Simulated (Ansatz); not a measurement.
BaTiO3 (P4/mmm): refractive index against wavelength

The refractive index of BaTiO3 (P4/mmm) along x below the direct gap (1.91 eV on the mesh) is read from one computed spectrum, n = √(Re ε). x, y and z are the Cartesian axes of the input cell.

The structure is tetragonal, space group P4/mmm (No. 123). Conventional cell: a = 4.000 Å, b = 4.000 Å, c = 4.018 Å, α = 90.00°, β = 90.00°, γ = 90.00°. Around Ba on site a lie 12 O at 2.83 Å. Ti on site d has 6 O at 2.00 to 2.01 Å as nearest neighbours. Around O on site e lie 2 Ti at 2.00 Å. Around O on site c lie 2 Ti at 2.01 Å.

Method: Ansatz 0.2.0, PBE, independent particles, k-mesh 6×6×6 with interpolation inside its cells, Gaussian parameter 0.1 eV.

Launch of the response step: `ansatz run input.yaml --threads 4 --pin off --max-ram 8192MiB --backend cpu --events-out ev --progress --plain --runs-dir out`. The run took 18 s, on 4 threads of Intel(R) Xeon(R) Platinum 8488C (Sapphire Rapids) (shared host).

```
wavelength (nm)  photon energy E (eV)       n
           3000                 0.413  2.6252
           2000                 0.620  2.6373
           1550                 0.800  2.6524
           1310                 0.946  2.6684
           1064                 1.165       ?
```

In the single-oscillator model n² − 1 = E₀E_d/(E₀² − E²), so 1/(n² − 1) = E₀/E_d − E²/(E₀E_d) is linear in E².

Working, on the rows shown:

| x = E² (eV²) | y = 1/(n² − 1) |
| --- | --- |
| 0.170801 | 0.169731 |
| 0.384302 | 0.167916 |
| 0.639837 | 0.165694 |
| 0.895757 | 0.163389 |

Means: x̄ = 0.52267, ȳ = 0.16668. Σ(x − x̄)(y − ȳ) = -0.002588, Σ(x − x̄)² = 0.2959. Slope = -0.002588 / 0.2959 = -0.008747; intercept = ȳ − slope · x̄ = 0.17125. Turned back into n, the line misses the rows shown by at most 0.00025.

Question: Fill in the last column of the withheld row.

Answer: At x = 1.3578 the line gives y = 0.15938, that is 2.6971. The run gave 2.6997, so the extrapolation is off by 0.0026, 3 % of the range in the table.

Refitted with all rows, the slope is -0.009024 and the intercept 0.17137. These give E₀ = √(intercept/−slope) = 4.36 eV and E_d = E₀/intercept = 25.4 eV; E₀ is 2.3 times the direct gap. The electronic limit at long wavelengths, without lattice vibrations, is n = √(1 + 1/intercept) = 2.614. Excitons are left out and so are local fields; PBE gaps are as a rule too small. Spin-orbit coupling is left out.

[Logs are printed without paths, hosts, clocks, repeated set-up lines and the standing remarks that a program may print on its own settings, such as how far it seeks lower states.]
